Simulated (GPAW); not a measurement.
Consider SiO2 (Quartz, P3_121).

```xyz
9
Lattice="4.9158 0.0000 0.0000 -2.4579 4.2572 0.0000 0.0000 0.0000 5.4091" Properties=species:S:1:pos:R:3 pbc="T T T"
Si    1.1545    1.9996    0.0000
Si   -1.3034    2.2576    3.6061
Si    2.6068    0.0000    1.8030
O     3.5384    1.1409    2.4467
O     2.1585    2.4939    4.2497
O     1.6768    0.6224    0.6437
O    -0.7811    3.6348    2.9624
O     1.0805    3.1163    1.1594
O    -0.2994    1.7633    4.7654
```

Absorber: atom 1, with 4 O at 1.61 Å (tetrahedral, site symmetry 2). Method: GPAW, PBE, full core hole (charged cell), 9-atom cell with 4.9 Å between holes, 5×5×4 k points, dipole transitions, Gaussian full width 0.9 eV up to 4 eV, rising linearly to 3.5 eV at 25 eV.

**Question.** Where do the maxima of the Si K edge fall?

Main maxima up to 24 eV above the zero (height): 2.8 eV (6.46), 6.4 eV (0.58), 9.4 eV (0.89) and 19.5 eV (1.01). A K edge sees empty p states on the absorber. The total-energy difference plus the lowest empty eigenvalue puts the zero at 1856.85 eV. One term is added: -14.97 eV, since the hole is spin-paired here and a spin-polarised one costs that much less in the free atom (computed apart). The photon energy is then 1841.88 eV. The tabulated edge of the element is 1839 eV. The functional and the charged cell's background leave an error of a few eV in such absolute values.

The Si K spectrum (energy from the lowest empty level; intensity scaled to a mean of 1 over the first 20 eV; polarised curves are means over the symmetry-equivalent atoms):

```csv
E (eV),isotropic,ε ⊥ c,ε ∥ c
-2.0,0.00,0.00,0.00
-1.0,0.00,0.00,0.00
0.0,0.00,0.00,0.00
1.0,0.11,0.11,0.11
2.0,2.22,2.51,1.65
3.0,5.84,5.42,6.67
4.0,0.59,0.67,0.44
5.0,0.41,0.48,0.25
6.0,0.54,0.53,0.55
7.0,0.50,0.41,0.68
8.0,0.53,0.42,0.76
9.0,0.84,0.87,0.79
10.0,0.83,0.93,0.63
11.0,0.73,0.79,0.61
12.0,0.74,0.74,0.73
13.0,0.74,0.68,0.87
14.0,0.74,0.67,0.88
15.0,0.73,0.70,0.78
16.0,0.75,0.75,0.75
17.0,0.81,0.81,0.80
18.0,0.91,0.90,0.92
19.0,1.00,0.99,1.01
20.0,1.00,1.00,0.99
21.0,0.91,0.94,0.87
22.0,0.80,0.82,0.74
23.0,0.69,0.71,0.65
24.0,0.61,0.62,0.60
25.0,0.57,0.57,0.56
26.0,0.54,0.55,0.52
27.0,0.51,0.52,0.48
28.0,0.48,0.49,0.46
29.0,0.45,0.45,0.44
30.0,0.41,0.41,0.42
```

The holes are only 4.9 Å apart, so the shape is probably not converged with cell size; no larger cell was run here. The mesh is coarse (0.30 Å⁻¹ between points), so small maxima may be mesh ripples. Lifetime broadening is put in by hand, and intensities beyond about 20 eV depend on it and on the partial waves; weight that the partial waves miss at high energy is lost. The structure is a published determination, not relaxed.

[Banner, clock and machine lines of the logs are left out without a mark of their own.]

[Logs are printed without paths, hosts, clocks, repeated set-up lines and the standing remarks that a program may print on its own settings, such as how far it seeks lower states.]

[Hosts, paths, dates, database ids (printed as entryN), source tags and the programs' standing remarks are cut or masked in the printed files.]

[Lists of maxima count a maximum above −3 eV only where it reaches 4 % of the highest in the window and stands out from its surroundings by 2 % of it (1.5 % where it reaches 55 %); shoulders and weaker maxima are passed over, and of the rest the first, up to two pre-edge ones and the few strongest are named.]
